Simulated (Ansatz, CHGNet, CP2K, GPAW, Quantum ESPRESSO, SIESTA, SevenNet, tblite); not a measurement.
# Running random packing of B86H14 (at. %) (90 atoms) with Quantum ESPRESSO, part 2 of 2

Aim: run random packing of B86H14 (at. %) (90 atoms) in Quantum ESPRESSO and see how near its forces come to a plane-wave reference, and at what cost.

Program: Quantum ESPRESSO 7.5; the method stands at each step. Banners, paths, timers and routine set-up lines are dropped from the logs unmarked, and long logs keep their key lines alone; longer cuts are marked.

So far. Step 2 (PBE, sssp-1.3.0-efficiency, 45/360 Ry): Forces lie 1.3 % from the reference's, at 5.6 times its CPU time (on 2 against 4 cores).

## 3. PBE, sg15-1.2, 80/320 Ry

Method: Kohn-Sham DFT, PBE, SG15 1.2 norm-conserving pseudopotentials, plane waves.

The pseudopotential files are exchanged too: ./pseudo now holds the set sg15-pbe-1.2.

pw.in reads:

```
&control
  calculation = 'scf'
  pseudo_dir = './pseudo'
  outdir = './tmp'
  disk_io = 'none'
  tprnfor = .true.
  tstress = .true.
/
&system
  ibrav = 0
  nat = 90
  ntyp = 2
  ecutwfc = 80
  ecutrho = 320
  nosym = .true.
  occupations = 'smearing'
  smearing = 'fd'
  degauss = 0.003675
/
&electrons
  conv_thr = 4.5e-07
  electron_maxstep = 100
  mixing_beta = 0.2
  mixing_mode = 'local-TF'
  diagonalization = 'david'
/
ATOMIC_SPECIES
B 10.810 B.upf
H 1.008 H.upf
CELL_PARAMETERS angstrom
8.90670 0.00000 0.00000
0.00000 8.90670 0.00000
0.00000 0.00000 8.90670
ATOMIC_POSITIONS crystal
[... 90 atom lines left out: the same atoms as in the first run ...]
K_POINTS gamma
```

Launch:

```bash
$ OMP_NUM_THREADS=1 mpirun -np 4 pw.x -in pw.in > output.txt
```

What it wrote:

```text
[banner, memory and clock lines left out]
Program PWSCF
     gamma-point specific algorithms are used
     bravais-lattice index     =            0
     lattice parameter (alat)  =      16.8312  a.u.
     unit-cell volume          =    4768.1189 (a.u.)^3
     number of atoms/cell      =           90
     number of atomic types    =            2
     number of electrons       =       244.00
     number of Kohn-Sham states=          146
     kinetic-energy cutoff     =      80.0000  Ry
[... lines left out ...]
     scf convergence threshold =      4.5E-07
[... lines left out ...]
     number of k points=     1  Fermi-Dirac smearing, width (Ry)=  0.0037
[... lines left out ...]
     total energy              =    -442.92499922 Ry
[... lines left out ...]
     total energy              =    -441.02718294 Ry
[... lines left out ...]
     total energy              =    -442.18919314 Ry
[... lines left out ...]
     c_bands:  1 eigenvalues not converged
[... lines left out ...]
     total energy              =    -442.28135080 Ry
[... lines left out ...]
     total energy              =    -442.28135091 Ry
[... lines left out ...]
          k = 0.0000 0.0000 0.0000 ( 28874 PWs)   bands (ev):
    -8.1903  -7.4123  -6.8395  -6.3974  -6.2649  -6.1522  -5.7966  -5.5176
    -5.4191  -4.9520  -4.6425  -4.5725  -4.1557  -4.0185  -3.8891  -3.6926
    -3.6579  -3.6323  -3.3295  -3.1548  -2.9899  -2.7963  -2.5164  -2.4651
[...]
8.1061   8.1800   8.2373   8.2851   8.3433   8.4489   8.4837   8.6097
     8.7722   8.7921   8.8898   8.9322   8.9897   9.0855   9.2353   9.2815
     9.3631   9.4264
     the Fermi energy is     7.6282 ev
!    total energy              =    -442.28135093 Ry
     estimated scf accuracy    <       0.00000017 Ry
     smearing contrib. (-TS)   =      -0.02015840 Ry
     internal energy E=F+TS    =    -442.26119253 Ry
     The total energy is F=E-TS. E is the sum of the following terms:
     one-electron contribution =     124.45481582 Ry
     hartree contribution      =      60.87959440 Ry
     xc contribution           =    -167.92402829 Ry
     ewald contribution        =    -459.67157446 Ry
     convergence has been achieved in  17 iterations
     Forces acting on atoms (cartesian axes, Ry/au):
     atom    1 type  1   force =    -0.02270339   -0.02760085    0.01811559
     atom    2 type  1   force =     0.03117155   -0.03427634    0.00580100
     atom    3 type  1   force =    -0.02455172   -0.00900528    0.03259063
[...]
atom   89 type  2   force =     0.01532638   -0.01046026   -0.05648750
     atom   90 type  2   force =    -0.00891585   -0.02195404   -0.01120512
     Total force =     0.684325     Total SCF correction =     0.000470
     Computing stress (Cartesian axis) and pressure
          total   stress  (Ry/bohr**3)                   (kbar)     P=     -149.56
  -0.00101521  -0.00026338   0.00008774         -149.34      -38.75       12.91
  -0.00026338  -0.00102744  -0.00018636          -38.75     -151.14      -27.41
   0.00008774  -0.00018636  -0.00100738           12.91      -27.41     -148.19
     Message from routine punch:
     Nothing written, as per user request (disk_io='none')
```

Elapsed: 51 s, on 4 MPI ranks of Arm Neoverse V1, shared host; peak memory 1 GiB; 3.4 min of CPU time.

Against the reference:

```
r.m.s. force component                  : 1.071 eV/Å
r.m.s. difference of force components   : 41.11 meV/Å
longest difference of force vectors     : 198.9 meV/Å
force difference over r.m.s. force      : 3.788 %
slope of forces against the reference's : 0.9861
correlation of force components         : 0.9994
pressure                                : -14.96 GPa
pressure difference                     : -0.5215 GPa
```

Against the first run (1.3 %), the force difference from the reference is 3.8 %, at 1.9 times the CPU time (on 4 against 2 cores).

The difference per atom is largest on B (0.064 eV/Å on average, against 0.011 on H).

## 4. PBE, gbrv-1.5, 40/200 Ry

Method: Kohn-Sham DFT, PBE, GBRV 1.5 ultrasoft pseudopotentials, plane waves.

The pseudopotential files are exchanged too: ./pseudo now holds the set gbrv-pbe-1.5.

pw.in: that of step 3 with these lines changed.

```diff
@@ -12,4 +12,4 @@
   ntyp = 2
-  ecutwfc = 80
-  ecutrho = 320
+  ecutwfc = 40
+  ecutrho = 200
   nosym = .true.
```

Launch:

```bash
$ OMP_NUM_THREADS=1 mpirun -np 2 pw.x -in pw.in > output.txt
```

What it wrote:

```text
[banner, memory and clock lines left out]
Program PWSCF
     gamma-point specific algorithms are used
[... lines left out ...]
     total energy              =    -496.80489064 Ry
[... lines left out ...]
     total energy              =    -497.91320140 Ry
[... lines left out ...]
     total energy              =    -497.92598417 Ry
[... lines left out ...]
     total energy              =    -497.92598523 Ry
[... lines left out ...]
     the Fermi energy is     7.6409 ev
!    total energy              =    -497.92598539 Ry
[... lines left out ...]
     The total energy is F=E-TS. E is the sum of the following terms:
[... lines left out ...]
     convergence has been achieved in  15 iterations
     Forces acting on atoms (cartesian axes, Ry/au):
     atom    1 type  1   force =    -0.02253907   -0.02699800    0.01858802
     atom    2 type  1   force =     0.03118259   -0.03506297    0.00490103
     atom    3 type  1   force =    -0.02480164   -0.00895017    0.03288764
[...]
atom   89 type  2   force =     0.01508624   -0.01004260   -0.05629480
     atom   90 type  2   force =    -0.00890139   -0.02172172   -0.01143061
     Total force =     0.690181     Total SCF correction =     0.000776
     Computing stress (Cartesian axis) and pressure
          total   stress  (Ry/bohr**3)                   (kbar)     P=     -146.79
  -0.00099403  -0.00025859   0.00008762         -146.23      -38.04       12.89
  -0.00025859  -0.00100935  -0.00018655          -38.04     -148.48      -27.44
   0.00008762  -0.00018655  -0.00099024           12.89      -27.44     -145.67
     Message from routine punch:
     Nothing written, as per user request (disk_io='none')
```

The job ended after 39 s (2 MPI ranks; peak memory 0.73 GiB).

Against the reference:

```
r.m.s. force component                  : 1.08 eV/Å
r.m.s. difference of force components   : 14.22 meV/Å
longest difference of force vectors     : 66.73 meV/Å
force difference over r.m.s. force      : 1.31 %
slope of forces against the reference's : 0.9951
correlation of force components         : 0.9999
pressure                                : -14.68 GPa
pressure difference                     : -0.2451 GPa
```

Against the first run (1.3 %), the force difference from the reference is 1.3 %, at 0.73 times the CPU time.

The difference per atom is largest on B (0.023 eV/Å on average, against 0.0046 on H).

## 5. Side by side

Differences are against the plane-wave reference, forces as r.m.s. over components; share is that over the reference's r.m.s. force, slope the least-squares factor from reference forces to these. Total energies of different programs have different zeros and aren't compared.

```
                                     run  Δ force, r.m.s. (meV/Å)  share (%)  slope  Δ pressure (GPa)  cores  CPU time  memory (GiB)
                               reference                        -          -      -                 -      4      19 s          0.90
QE PBE, sssp-1.3.0-efficiency, 45/360 Ry                     14.1       1.30  0.995            -0.283      2   1.8 min           1.4
             QE PBE, sg15-1.2, 80/320 Ry                     41.1       3.79  0.986            -0.521      4   3.4 min           1.0
             QE PBE, gbrv-1.5, 40/200 Ry                     14.2       1.31  0.995            -0.245      2      77 s          0.73
```

CPU time is summed over cores on a shared host, where runs went side by side, so it is rough. Symmetry, cutoffs, thresholds, outputs and thread counts weren't matched or tuned between programs; memory under MPI is the largest rank's times the ranks.

## 6. What came out

- nearest in forces: a tie at 1.3 % of 2 runs: QE PBE, sssp-1.3.0-efficiency, 45/360 Ry; QE PBE, gbrv-1.5, 40/200 Ry

PBE on plane waves or a grid with other potentials, cutoffs or grids differs from the reference by 1.3 % (QE PBE, sssp-1.3.0-efficiency, 45/360 Ry) to 3.8 % (QE PBE, sg15-1.2, 80/320 Ry) of the r.m.s. force; this holds the reference's own error, so differences of a few per cent don't tell which side is nearer the exact PBE result (QE's 45 Ry are 612 eV, against the reference's 420 eV). None of the electronic-structure runs in the table takes under half the reference's CPU time of 19 s; they take 4.1 to 11 times as much. The reference's pressure of -14 GPa belongs to a cell and atoms that aren't relaxed at this level. The electronic-structure runs sample only Γ, in a cell whose shortest periodic width is 9 Å, which is coarse for a cell with partly filled levels.

[Also dropped from logs without a mark: logging warnings of Python, and SIESTA's first energy breakdown and zero terms.]

[Logs are printed without paths, hosts, clocks, repeated set-up lines and the standing remarks that a program may print on its own settings, such as how far it seeks lower states.]

[Hosts, paths, dates, database ids (printed as entryN), source tags and the programs' standing remarks are cut or masked in the printed files.]
